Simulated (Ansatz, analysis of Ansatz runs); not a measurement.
# A hop of O in Y2S2O (P2_1/c), charge 0, part 2 of 3

Wanted: path and barrier of a jump of O in Y2S2O (P2_1/c) at charge 0. The case: O_i by the interstitialcy path, in a cell of 40 host atoms with 1 O put in.

Ansatz 0.2.0; plane-wave PAW DFT, LDA; nudged elastic band between two relaxed defect structures.

So far. Step 2 (Relaxation of the start point, charge 0): Among the atoms that came to bonding distance: S21–O41 1.68 Å (from 2.25).

**3. Relaxation of the end point, charge 0**

Level of this step: plane-wave PAW DFT, LDA; relaxation of all atoms of a defect supercell (Ansatz).

The end point is relaxed in the same cell and settings, so that the two energies compare.

The input, q0.end/input.yaml:

```yaml
crystal:
  lattice:
    - [-1.13015356, 6.77967323, 6.6421666]
    - [6.96905613, 0.0, 6.61852732]
    - [8.0992097, 6.77967323, -0.02363928]
  atoms:
    - { symbol: "Y", position: [0.41656442, 0.33381268, 0.52911365] }
    - { symbol: "Y", position: [0.91656442, 0.83381268, 0.02911365] }
    - { symbol: "Y", position: [0.02911365, 0.72050926, 0.41656442] }
    - { symbol: "Y", position: [0.52911365, 0.22050926, 0.91656442] }
    - { symbol: "Y", position: [0.08343558, 0.16618732, 0.97088635] }
    - { symbol: "Y", position: [0.58343558, 0.66618732, 0.47088635] }
    - { symbol: "Y", position: [0.47088635, 0.77949074, 0.08343558] }
    - { symbol: "Y", position: [0.97088635, 0.27949074, 0.58343558] }
    - { symbol: "Y", position: [0.05592476, 0.62391369, 0.80025064] }
    - { symbol: "Y", position: [0.55592476, 0.12391369, 0.30025064] }
    - { symbol: "Y", position: [0.30025064, 0.51991091, 0.05592476] }
    - { symbol: "Y", position: [0.80025064, 0.01991091, 0.55592476] }
    - { symbol: "Y", position: [0.44407524, 0.87608631, 0.69974936] }
    - { symbol: "Y", position: [0.94407524, 0.37608631, 0.19974936] }
    - { symbol: "Y", position: [0.19974936, 0.98008909, 0.44407524] }
    - { symbol: "Y", position: [0.69974936, 0.48008909, 0.94407524] }
    - { symbol: S, position: [0.16263204, 0.8073203, 0.11562368] }
    - { symbol: S, position: [0.66263204, 0.3073203, 0.61562368] }
    - { symbol: S, position: [0.23768224, 0.18941516, 0.12924741] }
    - { symbol: S, position: [0.73768224, 0.68941516, 0.62924741] }
    - { symbol: S, position: [0.26231776, 0.31058484, 0.37075259] }
    - { symbol: S, position: [0.76231776, 0.81058484, 0.87075259] }
    - { symbol: S, position: [0.37075259, 0.5563448, 0.76231776] }
    - { symbol: S, position: [0.87075259, 0.0563448, 0.26231776] }
    - { symbol: S, position: [0.11562368, 0.41442398, 0.66263204] }
    - { symbol: S, position: [0.61562368, 0.91442398, 0.16263204] }
    - { symbol: S, position: [0.33736796, 0.6926797, 0.38437632] }
    - { symbol: S, position: [0.83736796, 0.1926797, 0.88437632] }
    - { symbol: S, position: [0.38437632, 0.08557602, 0.83736796] }
    - { symbol: S, position: [0.88437632, 0.58557602, 0.33736796] }
    - { symbol: S, position: [0.12924741, 0.9436552, 0.73768224] }
    - { symbol: S, position: [0.62924741, 0.4436552, 0.23768224] }
    - { symbol: O, position: [0.43980694, 0.91052819, 0.4728954] }
    - { symbol: O, position: [0.93980694, 0.41052819, 0.9728954] }
    - { symbol: O, position: [0.0271046, 0.82323053, 0.56019306] }
    - { symbol: O, position: [0.5271046, 0.32323053, 0.06019306] }
    - { symbol: O, position: [0.06019306, 0.58947181, 0.0271046] }
    - { symbol: O, position: [0.56019306, 0.08947181, 0.5271046] }
    - { symbol: O, position: [0.6286, 0.4768, 0.7122] }
    - { symbol: O, position: [0.9728954, 0.17676947, 0.43980694] }
    - { symbol: O, position: [0.47293, 0.676621, -0.060034] }
basis:
  ecutwfc: 420
  xc_grid: 2
hamiltonian:
  xc: lda
kpoints:
  mp_grid: { grid: [1, 1, 1] }
scf:
  occupations: { method: fermi_dirac, width: 0.01 }
  max_iter: 60
output:
  forces: true
relax:
  f_tol: 0.015
  max_steps: 70
  random_displacement: { amplitude: 0.03, seed: 9745 }
```

Command:

```bash
> ansatz run input.yaml --threads 4 --pin off --max-ram 7536MiB --backend cpu --events-out ev --progress --plain --runs-dir out
```

Numbers of over 12 decimals in the logs are rounded to 6 here.

Log:

```text
[...]
Crystal: 41 atoms, lattice volume = 729.080 Å³
Basis set: ecut = 420 eV, 14223 PW (Γ), exchange–correlation on 128×144×144 points (8 copies of the dense FFT grid, shifted against one another)
Bands: 204, of which v1, the nominal top of the filled ones, is band 163 counted from 1 (162 counted from 0)
Symmetry: 1 space group operations
k-points: 1
[...]
SCF iter   1: F=—  HF=-78924.501092 eV  |F-HF|=—  |Δ(HF+E_count)|=         —  Δρ=1.67e-2  dr2=2.34e0  ethr=1.77e-3  ⟨swp⟩=6.0  Hψ=779  notcnv=0  defer=23
[...]
SCF iter  13: F=-78924.079943 eV  HF=-78924.079948 eV  |F-HF|=4.60e-6  |Δ(HF+E_count)|=   7.34e-7  Δρ=2.58e-5  dr2=5.37e-6  ethr=1.73e-9  ⟨swp⟩=2.0  Hψ=480  notcnv=0
SCF 1 converged in 13 iterations: F = -78924.079943 eV  dr2 = 5.37e-6
[...]
--- Relaxed structure (13 steps of the walk, 12 accepted, 0 SCFs on fresh bases) ---
  F+E_penalty+E_count = -78927.05969436 eV   max|allowed force component| = 7.900e-3 eV/Å
  atoms:
    - { symbol: Y, position: [0.410829, 0.331534, 0.530154] }
    - { symbol: Y, position: [0.912890, 0.825531, 0.037272] }
[...]
- { symbol: Y, position: [0.471361, 0.774656, 0.083308] }
[...]
- { symbol: Y, position: [0.301589, 0.514099, 0.058694] }
    [... 1 atom left out ...]
    - { symbol: Y, position: [0.428359, 0.882663, 0.699871] }
[...]
- { symbol: Y, position: [0.698008, 0.477486, 0.933096] }
    - { symbol: S, position: [0.165039, 0.805162, 0.111772] }
[...]
- { symbol: S, position: [0.262984, 0.307714, 0.372339] }
    [... 5 atoms left out ...]
    - { symbol: S, position: [0.340160, 0.687223, 0.385639] }
    [... 4 atoms left out ...]
    - { symbol: S, position: [0.625874, 0.440710, 0.234087] }
    [... 3 atoms left out ...]
    - { symbol: O, position: [0.525765, 0.319754, 0.060999] }
    [... 4 atoms left out ...]
    - { symbol: O, position: [0.474586, 0.674551, -0.066982] }
[key lines of the parts left out:]
SCF converged after 5 iterations
Free energy (F): -78927.059694 eV
Fermi energy:    10.430793 eV
```

The job ended after 92 s (4 threads of Arm Neoverse N1, shared host; peak memory 0.76 GiB; 4.2 min of CPU time).

Relaxation path:

```csv
step,energy less that of the first step (eV),largest force component (eV/Å)
1,0.0000,1.2402
2,-0.6690,1.8009
3,-1.3572,2.4460
4,-1.9663,2.3981
5,-2.5761,1.4020
6,-2.5862,3.3375
7,-2.8357,0.6242
8,-2.7935,0.9067
9,-2.9326,0.3560
10,-2.9710,0.1019
11,-2.9770,0.0991
12,-2.9795,0.0274
13,-2.9798,0.0079
```

Relaxation step 8 was tried and not accepted.

The atoms that moved most (Å, from the sites as typed, ahead of the random displacement):

```csv
atom,dx,dy,dz,length
O39,-0.078,0.505,0.960,1.088
S20,-0.005,-0.236,0.211,0.316
Y8,0.178,-0.072,-0.068,0.203
S28,-0.008,0.121,-0.144,0.188
Y16,-0.105,-0.085,-0.028,0.138
Y13,0.064,-0.105,-0.060,0.137
S18,-0.036,-0.018,-0.109,0.116
Y3,-0.036,0.013,0.095,0.102
```

Neighbours of O41 at the end:

```csv
atom,distance (Å)
Y13,2.212
Y16,2.229
Y11,2.239
Y7,2.254
O36,2.784
S17,3.090
S23,3.171
S32,3.180
S22,3.199
```

This step gave:

| Item | Value |
| --- | --- |
| free energy | -78927.0597 eV |
| largest move from the ideal geometry of this structure, a common shift of the far atoms taken out | 1.117 Å |

The relaxation gained 2.980 eV and ended with a largest force component of 0.0079 eV/Å. The end lies within 1 meV of the start.

(Continued in part 3 of 3.)

[Logs are printed without paths, hosts, clocks, repeated set-up lines and the standing remarks that a program may print on its own settings, such as how far it seeks lower states.]

[Hosts, paths, dates, database ids (printed as entryN), source tags and the programs' standing remarks are cut or masked in the printed files.]
